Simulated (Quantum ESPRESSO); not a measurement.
# Fe: a ladder in the functional, part 3 of 3

Two starts of Fe are run at each rung of the functional.

Quantum ESPRESSO 7.5; LDA; plane waves with GBRV 1.5 LDA potentials, no spin-orbit coupling (settings of the first rung).

So far, largest spin moment in the atom's sphere (μB): step 2 (rung 1, start ferro +, LDA GBRV, Quantum ESPRESSO) 2.31; step 8 (rung 4, start ferro +, GBRV PBE, Quantum ESPRESSO) 2.40; step 9 (rung 4, start antiferro q=(0,0,1/2) +-, GBRV PBE, Quantum ESPRESSO) 2.19; step 10 (rung 5, start ferro +, revPBE GBRV PBE, Quantum ESPRESSO) 2.44; step 11 (rung 5, start antiferro q=(0,0,1/2) +-, revPBE GBRV PBE, Quantum ESPRESSO) 2.21.

The database entry behind the starting cell differs from other determinations of this structure, so it need not match the best structure at room temperature.

**12. Rung 6, start ferro +**

Level of this step: RPBE; plane waves with GBRV 1.5 PBE potentials, no spin-orbit coupling (Quantum ESPRESSO).

Input file pw.py:

```python
from ase import Atoms
from ase.calculators.espresso import Espresso, EspressoProfile

atoms = Atoms(['Fe'],
    cell=[[-1.443, 1.443, 1.443],
         [1.443, -1.443, 1.443],
         [1.443, 1.443, -1.443]],
    scaled_positions=[[0.0, 0.0, 0.0]],
    pbc=True,
    magmoms=[2.8])
input_data = {
    'control': {'calculation': 'scf', 'prefix': 'pwscf', 'outdir': './tmp', 'disk_io': 'nowf', 'tprnfor': True, 'tstress': True},
    'system': {'ecutwfc': 40.0, 'ecutrho': 280.0, 'nbnd': 15, 'input_dft': 'rpbe', 'occupations': 'smearing', 'smearing': 'fd', 'degauss': 0.00999582, 'nspin': 2},
    'electrons': {'conv_thr': 2e-09, 'electron_maxstep': 150, 'mixing_beta': 0.3},
}
atoms.calc = Espresso(
    profile=EspressoProfile(command='mpirun -n 2 pw.x -nk 2', pseudo_dir='pseudo'),
    pseudopotentials={'Fe': 'fe_pbe_v1.5.uspp.F.UPF'},
    input_data=input_data,
    kpts=(14, 14, 14),
    koffset=(0, 0, 0))
energy = atoms.get_potential_energy(force_consistent=True)
print(f'free energy: {energy:.6f} eV')
print('site moments (muB):', atoms.get_magnetic_moments().round(3))
```

Launch:

```
$ OMP_NUM_THREADS=1 python3 pw.py > pw.log
```

The program printed:

```text
     [... lines left out ...]
free energy: -3407.015053 eV
site moments (muB): [2.445]
--- espresso.pwo ---
Program PWSCF v.7.5 starts
     [... lines left out ...]
     number of atoms/cell      =            1
     [... lines left out ...]
     number of electrons       =        16.00
     number of Kohn-Sham states=           15
     kinetic-energy cutoff     =      40.0000  Ry
     charge density cutoff     =     280.0000  Ry
     scf convergence threshold =      2.0E-09
     [... lines left out ...]
     48 Sym. Ops., with inversion, found
     [... lines left out ...]
     number of k points=   104  Fermi-Dirac smearing, width (Ry)=  0.0100
     [... lines left out ...]
     iteration # 13     ecut=    40.00 Ry     beta= 0.30
     [... lines left out ...]
     Magnetic moment per site  (integrated on atomic sphere of radius R)
     atom   1 (R=0.413)  charge= 14.4313  magn=  2.4453
     [... lines left out ...]
     the Fermi energy is    17.1158 ev
!    total energy              =    -250.41100957 Ry
     estimated scf accuracy    <          4.2E-11 Ry
     smearing contrib. (-TS)   =      -0.00451877 Ry
     [... lines left out ...]
     total magnetization       =     2.38 Bohr mag/cell
     absolute magnetization    =     2.53 Bohr mag/cell
     convergence has been achieved in  13 iterations
     [... lines left out ...]
     Total force =     0.000000     Total SCF correction =     0.000000
     [... lines left out ...]
          total   stress  (Ry/bohr**3)                   (kbar)     P=      -17.33
     [... lines left out ...]
```

It took 14 s on 2 MPI ranks of Arm Neoverse N1, shared host; peak memory 0.21 GiB; 27 s of CPU time.

Read from the output:

| Property | Result |
| --- | --- |
| magnetization | 2.377 μB |
| final state | ferromagnetic |
| largest moment | 2.445 μB |

**13. Rung 6, start antiferro q=(0,0,1/2) +-**

Input file pw.py:

```python
from ase import Atoms
from ase.calculators.espresso import Espresso, EspressoProfile

atoms = Atoms(['Fe', 'Fe'],
    cell=[[-1.443, 1.443, 1.443],
         [1.443, -1.443, 1.443],
         [2.886, 2.886, -2.886]],
    scaled_positions=[[0.0, 0.0, 0.0],
         [0.0, 0.0, 0.5]],
    pbc=True,
    magmoms=[2.8, -2.8])
input_data = {
    'control': {'calculation': 'scf', 'prefix': 'pwscf', 'outdir': './tmp', 'disk_io': 'nowf', 'tprnfor': True, 'tstress': True},
    'system': {'ecutwfc': 40.0, 'ecutrho': 280.0, 'nbnd': 23, 'input_dft': 'rpbe', 'occupations': 'smearing', 'smearing': 'fd', 'degauss': 0.00999582, 'nspin': 2},
    'electrons': {'conv_thr': 4e-09, 'electron_maxstep': 150, 'mixing_beta': 0.3},
}
atoms.calc = Espresso(
    profile=EspressoProfile(command='mpirun -n 2 pw.x -nk 2', pseudo_dir='pseudo'),
    pseudopotentials={'Fe': 'fe_pbe_v1.5.uspp.F.UPF'},
    input_data=input_data,
    kpts=(14, 14, 7),
    koffset=(0, 0, 0))
energy = atoms.get_potential_energy(force_consistent=True)
print(f'free energy: {energy:.6f} eV')
print('site moments (muB):', atoms.get_magnetic_moments().round(3))
```

Launch:

```
$ OMP_NUM_THREADS=1 python3 pw.py > pw.log
```

The program printed:

```text
     [... lines left out ...]
free energy: -6813.589949 eV
site moments (muB): [ 2.218 -2.218]
--- espresso.pwo ---
Program PWSCF v.7.5 starts
     [... lines left out ...]
     number of atoms/cell      =            2
     [... lines left out ...]
     number of electrons       =        32.00
     number of Kohn-Sham states=           23
     kinetic-energy cutoff     =      40.0000  Ry
     charge density cutoff     =     280.0000  Ry
     scf convergence threshold =      4.0E-09
     [... lines left out ...]
      8 Sym. Ops., with inversion, found
     [... lines left out ...]
     number of k points=   228  Fermi-Dirac smearing, width (Ry)=  0.0100
     [... lines left out ...]
     iteration # 15     ecut=    40.00 Ry     beta= 0.30
     [... lines left out ...]
     Magnetic moment per site  (integrated on atomic sphere of radius R)
     atom   1 (R=0.413)  charge= 14.4258  magn=  2.2181
     atom   2 (R=0.413)  charge= 14.4258  magn= -2.2180
     [... lines left out ...]
     the Fermi energy is    17.4631 ev
!    total energy              =    -500.78966819 Ry
     estimated scf accuracy    <          1.8E-10 Ry
     smearing contrib. (-TS)   =      -0.01357566 Ry
     [... lines left out ...]
     total magnetization       =     0.00 Bohr mag/cell
     absolute magnetization    =     4.58 Bohr mag/cell
     convergence has been achieved in  15 iterations
     [... lines left out ...]
     Total force =     0.000000     Total SCF correction =     0.000000
     [... lines left out ...]
          total   stress  (Ry/bohr**3)                   (kbar)     P=      -32.76
     [... lines left out ...]
```

Wall time 1.8 min (2 MPI ranks); peak memory 0.34 GiB; 3.6 min of CPU time.

Numbers from this step:

* magnetization: 0 μB
* final state: antiferromagnetic
* largest moment: 2.218 μB

**14. A faulty input**

As a test, an input with a fault in it is run.

Input file pw.in:

```
&CONTROL
  calculation = 'scf'
  prefix = 'pwscf'
  outdir = './tmp'
  pseudo_dir = './pseudo'
  disk_io = 'nowf'
  tprnfor = .true.
  tstress = .true.
/
&SYSTEM
  ibrav = 0
  nat = 1
  ntyp = 1
  ecutwfc = 40
  ecutrho = 280
  nbnd = 15
  occupations = 'smearing'
  smearing = 'fd'
  degauss = 0.00999582
  nspin = 2
  starting_magnetization(1) = 0.175
/
&ELECTRONS
  conv_thr = 2d-09
  electron_maxstep = 100
  mixing_beta = 0.3
/
ATOMIC_SPECIES
Fe     55.8450 fe_pbe_v1.5.uspp.F.UPF
CELL_PARAMETERS angstrom
  -1.4430000000    1.4430000000    1.4430000000
   1.4430000000   -1.4430000000    1.4430000000
   1.4430000000    1.4430000000   -1.4430000000
ATOMIC_POSITIONS crystal
Fe      0.0000000000    0.0000000000    0.0000000000
K_POINTS automatic
14 14 14 0 0 0
HUBBARD {ortho-atomic}
U Fe-6f 5.0
```

Launch:

```
$ OMP_NUM_THREADS=1 mpirun -n 2 pw.x -nk 2 -in pw.in > pw.out
```

The program printed:

```text
     [... lines left out ...]
Program PWSCF v.7.5 starts
     [... lines left out ...]
     Error in routine determine_hubbard_occ (1):
     Mismatch between the requested and available manifolds
 %%%%%%%%%%%%%%%%%%%%%%%%%%%%%%%%%%%%%%%%%%%%%%%%%%%%%%%%%%%%%%%%%%%%%%%%%%%%%%
     stopping ...
```

Wall time 0.73 s (2 MPI ranks); peak memory 0.05 GiB; 1.2 s of CPU time.

The program refused the input before any cycle.

The program's message: “determine_hubbard_occ (1): Mismatch between the requested and available manifolds”

The fault put into the input: a U on a shell that the file lacks.

**15. The rungs together**

Ladder, by row:

```csv
rung,functional,potentials,state from the first start,state from the second start,second less first (meV a seeded atom),"moment, first (μB)","moment, second (μB)",CPU time (s)
1,LDA,GBRV 1.5 LDA,ferromagnetic,antiferromagnetic,199.8,2.314,2.058,237.4
2,PBEsol,GBRV 1.5 PBEsol,ferromagnetic,antiferromagnetic,214.4,2.413,2.194,234.8
3,PBE,GBRV 1.5 PBE,ferromagnetic,antiferromagnetic,216.4,2.421,2.197,239.7
4,WC,GBRV 1.5 PBE,ferromagnetic,antiferromagnetic,209.7,2.399,2.188,241.5
5,revPBE,GBRV 1.5 PBE,ferromagnetic,antiferromagnetic,219,2.439,2.213,240.9
6,RPBE,GBRV 1.5 PBE,ferromagnetic,antiferromagnetic,220.1,2.445,2.218,241
```

**16. Outcome**

```yaml
range_of_the_largest_moment_first_start: 2.31 to 2.45 μB; second start 2.06 to 2.22 μB
range_of_cpu_time: 3.9 min to 4 min
range_of_the_energy_difference: 200 to 220 meV a seeded atom
```

**Reading.** For the first start the functionals give moments from 2.31 to 2.45 μB; all use the same cell, so differences in their own lattice constants don't enter. Rungs 4, 5 and 6 use pseudopotentials made with another functional. Energies are free energies at an electronic temperature of 1580 K, which lowers moments and differences where the moments are itinerant.

[Long decimals in the printed logs are rounded to 6 places.]

[Logs and program files are shortened in this print: banners, set-up blocks, solver, clock and traceback lines can be left out without a mark of their own.]

[Logs are printed without paths, hosts, clocks, repeated set-up lines and the standing remarks that a program may print on its own settings, such as how far it seeks lower states.]

[Hosts, paths, dates, database ids (printed as entryN), source tags and the programs' standing remarks are cut or masked in the printed files.]

[Where the starting crystal was built by hand or by swapping elements, it need not be the compound's stable phase.]

[Where a cell is said to come from a database of computed structures, the database is the Materials Project.]

[Lattice constants that a cell's source calls measured were typed from memory.]
